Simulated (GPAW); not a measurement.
# The basis that the transmission of a Fe chain with one Si atom in line needs, part 2 of 2

Wanted: the zero-bias transmission of a Fe chain with one Si atom in line on a ladder of levels, with run times.

GPAW 26.7.0; GPAW LCAO, PAW setups; Landauer transmission from Green's functions with principal layers (ASE), zero bias.

So far, conductance (G₀): step 2 (double-zeta polarised basis, PBE, GPAW) 1.68; step 3 (basis szp(dzp), PBE, GPAW) 1.63; step 4 (basis sz(dzp), PBE, GPAW) 1.13; step 5 (revPBE) 1.67.

### 8. Basis sz(dzp), k-points along the lead 4

A smaller basis is cheaper in every inversion. The lead's own mesh along the current sets its density and potential; where the lead is aligned to the junction's end layer, a rigid shift drops out.

This step: GPAW LCAO, PAW setups; Landauer transmission from Green's functions with principal layers (ASE), zero bias (GPAW 26.7.0).

run.py

```python
import json
import numpy as np
from ase import Atoms
from ase.transport.calculators import TransportCalculator
from gpaw import GPAW, FermiDirac
from gpaw.lcao.tools import get_lcao_hamiltonian
from scipy.linalg import eigh

# The junction with lead layers at both ends, along the third cell vector
device = Atoms(
    ['Fe', 'Fe', 'Fe', 'Fe', 'Fe', 'Si', 'Fe', 'Fe', 'Fe', 'Fe', 'Fe'],
    positions=[
        [4.50000, 4.50000, 1.13000],
        [4.50000, 4.50000, 3.39000],
        [4.50000, 4.50000, 5.65000],
        [4.50000, 4.50000, 7.91000],
        [4.50000, 4.50000, 10.17000],
        [4.50000, 4.50000, 12.39370],
        [4.50000, 4.50000, 14.61740],
        [4.50000, 4.50000, 16.87740],
        [4.50000, 4.50000, 19.13740],
        [4.50000, 4.50000, 21.39740],
        [4.50000, 4.50000, 23.65740]],
    cell=[[9.0, 0.0, 0.0], [0.0, 9.0, 0.0], [0.0, 0.0, 24.7874]],
    pbc=True,
    magmoms=[3.0, 3.0, 3.0, 3.0, 3.0, 0.0, 3.0, 3.0, 3.0, 3.0, 3.0])

# One principal layer of the lead: the first 3 atoms of the device
lead = Atoms(
    ['Fe', 'Fe', 'Fe'],
    positions=[
        [4.50000, 4.50000, 1.13000],
        [4.50000, 4.50000, 3.39000],
        [4.50000, 4.50000, 5.65000]],
    cell=[[9.0, 0.0, 0.0], [0.0, 9.0, 0.0], [0.0, 0.0, 6.78]],
    pbc=True,
    magmoms=[3.0, 3.0, 3.0])

settings = dict(mode='lcao', basis='sz(dzp)', xc='PBE', h=0.18,
                occupations=FermiDirac(0.1), maxiter=250,
                mixer=dict(beta=0.05, nmaxold=8, weight=100.0),
                convergence=dict(density=0.0001))
energies = np.arange(-3, 3 + 1e-9, 0.075)
eta = 0.0001
n1, n2 = 1, 1
# k and -k transmit alike, so half of the mesh across the current serves
mesh = [(i, j) for i in range(n1) for j in range(n2) if (i, j) <= (-i % n1, -j % n2)]
weights = np.array([1 if (i, j) == (-i % n1, -j % n2) else 2 for i, j in mesh]) / (n1 * n2)

# [... helper functions left out ...]
fermi_lead = ground_state(lead, (1, 1, 4), 'lead.txt')
fermi_device = ground_state(device, (1, 1, 3), 'device.txt')
# [... loop over the mesh left out, but for ...]
        # Shift the lead onto the potential of the device's first layer
        shift = ((H[:, 0, 0] - H0[:, 0, 0]) / S0[0, 0]).real.mean()
# [...]
kT = 8.617333e-5 * 200
bias = [0.1, 0.2, 0.5, 1.0, 1.5, 2.0]
# [... integrals and printing left out ...]
```

The run is started by

```sh
$ OMP_NUM_THREADS=1 OPENBLAS_NUM_THREADS=1 python run.py
```

What it wrote:

```text
basis functions: device 64, principal layer 18
Fermi level: lead 0.3942 eV, device -0.2535 eV; lead shifted by 0.1546 eV
largest coupling past the next layer 5.86e-05 eV, largest misfit of the first layer 0.182 eV
  E-E_F (eV)   T up        T down      [channel counts left out]
    -3.000    1.9480e+00  9.8151e-01
    -2.925    1.9153e+00  9.7144e-01
    -2.850    1.7977e+00  9.5967e-01
    -2.775    1.6499e+00  9.4633e-01
    -2.700    1.5202e+00  9.3148e-01
    -2.625    1.4289e+00  9.1513e-01
    -2.550    1.3758e+00  8.9724e-01
    -2.475    1.3552e+00  8.7778e-01
    -2.400    1.3592e+00  8.5668e-01
    -2.325    1.3864e+00  8.3388e-01
    -2.250    1.4330e+00  8.0934e-01
    -2.175    1.4929e+00  7.8305e-01
    -2.100    1.5532e+00  7.5501e-01
    -2.025    1.5961e+00  7.2521e-01
    -1.950    1.6085e+00  6.9370e-01
    -1.875    1.5866e+00  6.6050e-01
[...]
2.475    5.6667e-01  4.2268e-01
     2.550    5.7600e-01  4.1803e-01
     2.625    5.8596e-01  4.1408e-01
     2.700    5.9656e-01  4.1086e-01
     2.775    6.0781e-01  4.0838e-01
     2.850    6.1973e-01  4.0663e-01
     2.925    6.3234e-01  4.0563e-01
     3.000    6.4564e-01  4.0536e-01
conductance at 200 K: 1.1493 G0 a cell; thermopower -2.966 uV/K
current from the zero-bias T(E) at 0.1 V: 8.8996 uA
current from the zero-bias T(E) at 0.2 V: 17.771 uA
current from the zero-bias T(E) at 0.5 V: 44.002 uA
current from the zero-bias T(E) at 1.0 V: 86.519 uA
current from the zero-bias T(E) at 1.5 V: 130.3 uA
current from the zero-bias T(E) at 2.0 V: 175.24 uA
```

The job ended after 11 min (1 thread of Intel Xeon Platinum 8488C (Sapphire Rapids), shared host; peak memory 1.4 GiB).

The run finished with changed settings (basis = "sz(dzp)" and lead_nz = 4); it serves as a test.

The two runs compared:

```csv
quantity,this run,sound run,difference
conductance (G₀),1.1493,1.6806,-0.531
largest coupling past the next principal layer (eV),5.863e-5,5.770e-5,9.3e-7
largest misfit of the first principal layer (eV),0.18241,0.11676,0.0656
shift that aligns the lead (eV),0.15462,0.021110,0.134
basis functions of the junction,64,163,-99
basis functions of a principal layer,18,45,-27
"transmission at the Fermi level, spin up",0.53574,0.71470,-0.179
"transmission at the Fermi level, spin down",1.7662,2.6468,-0.881
```

The two runs differ clearly in the shift that aligns the lead: 0.155 eV against 0.0211 eV.

### 9. Grid spacing 0.3

The real-space grid carries density and potential; a coarse one breaks translation symmetry along the lead and scatters electrons that should pass.

Edit run.py of step 8 so:

```diff
@@ -38,3 +38,3 @@
 
-settings = dict(mode='lcao', basis='sz(dzp)', xc='PBE', h=0.18,
+settings = dict(mode='lcao', basis='dzp', xc='PBE', h=0.3,
                 occupations=FermiDirac(0.1), maxiter=250,
@@ -50,3 +50,3 @@
 # [... helper functions left out ...]
-fermi_lead = ground_state(lead, (1, 1, 4), 'lead.txt')
+fermi_lead = ground_state(lead, (1, 1, 17), 'lead.txt')
 fermi_device = ground_state(device, (1, 1, 3), 'device.txt')
```

What it wrote:

```text
basis functions: device 163, principal layer 45
Fermi level: lead -1.7372 eV, device -1.9536 eV; lead shifted by 0.0131 eV
largest coupling past the next layer 5.77e-05 eV, largest misfit of the first layer 0.048 eV
  E-E_F (eV)   T up        T down      [channel counts left out]
    -3.000    1.2276e+00  9.8829e-01
    -2.925    1.2835e+00  9.8070e-01
    -2.850    1.3720e+00  9.7085e-01
    -2.775    1.3759e+00  9.5931e-01
    -2.700    1.4030e+00  9.4513e-01
    -2.625    1.4163e+00  9.2971e-01
    -2.550    1.4209e+00  9.1324e-01
    -2.475    1.4229e+00  8.9622e-01
    -2.400    1.4263e+00  8.7914e-01
    -2.325    1.4333e+00  8.6243e-01
    -2.250    1.4437e+00  8.4645e-01
    -2.175    1.4558e+00  8.3143e-01
    -2.100    1.4669e+00  8.1753e-01
    -2.025    1.4738e+00  8.0482e-01
    -1.950    1.4743e+00  7.9326e-01
    -1.875    1.4678e+00  7.8276e-01
[...]
2.475    3.2163e-01  2.6907e-01
     2.550    3.1586e-01  2.5731e-01
     2.625    3.1065e-01  2.4637e-01
     2.700    3.0601e-01  2.3623e-01
     2.775    3.0193e-01  2.2687e-01
     2.850    2.9841e-01  2.1828e-01
     2.925    2.9546e-01  2.1044e-01
     3.000    2.9307e-01  2.0330e-01
conductance at 200 K: 1.691 G0 a cell; thermopower 0.1153 uV/K
current from the zero-bias T(E) at 0.1 V: 13.093 uA
current from the zero-bias T(E) at 0.2 V: 26.148 uA
current from the zero-bias T(E) at 0.5 V: 65.088 uA
current from the zero-bias T(E) at 1.0 V: 129.06 uA
current from the zero-bias T(E) at 1.5 V: 191.49 uA
current from the zero-bias T(E) at 2.0 V: 252.18 uA
```

It took 88 s on 1 thread; peak memory 0.4 GiB.

The run finished with changed settings (h = 0.3); it serves as a test.

The two runs compared:

```csv
quantity,this run,sound run,difference
conductance (G₀),1.6910,1.6806,0.0104
largest coupling past the next principal layer (eV),5.769e-5,5.770e-5,-8.0e-9
largest misfit of the first principal layer (eV),0.047575,0.11676,-0.0692
shift that aligns the lead (eV),0.013114,0.021110,-0.00800
"transmission at the Fermi level, spin up",0.71565,0.71470,9.5e-4
"transmission at the Fermi level, spin down",2.6720,2.6468,0.0252
```

The two runs differ clearly in the largest misfit of the first principal layer: 0.0476 eV against 0.117 eV.

### 10. Outcome

| Property | Result |
| --- | --- |
| conductance | 1.68 G₀ |
| transmission at the Fermi level, mean of the spins | 1.68 |

What this shows: In the dzp basis the junction conducts 1.68 G₀ at 200 K, with T = 1.68 as the mean of the two spins at the Fermi level; the szp basis reaches that conductance within 10 %. The current is spin polarised: -57 % at the Fermi level, counted as (up - down)/(up + down). Measured against the first run (dzp), the nearest curve is that of dzp-revPBE (r.m.s. 0.056) and the farthest that of sz (0.72). Over the compared runs wall time goes from 135 s (szp) to 670 s (sz), on a shared host. The geometry was built from estimated bond lengths and not relaxed, so the numbers describe this model structure. The moments started parallel, and no other order was tried; chains of Cr or Mn atoms, among others, may prefer antiparallel neighbours. An evenly spaced straight chain is an idealisation: free chains tend to dimerise, zigzag or, where a band edge lies near the Fermi level, turn magnetic. The currents use the zero-bias T(E) throughout, which holds only while the bias is small against the distance to the nearest feature. One magnetic start was tried; another order may lie lower. The thermopower isn't quoted: it samples T(E) farther from the Fermi level than the conductance does, and the energy grid wasn't tested for it.

[Logs are printed without paths, hosts, clocks, repeated set-up lines and the standing remarks that a program may print on its own settings, such as how far it seeks lower states.]

[Hosts, paths, dates, database ids (printed as entryN), source tags and the programs' standing remarks are cut or masked in the printed files.]
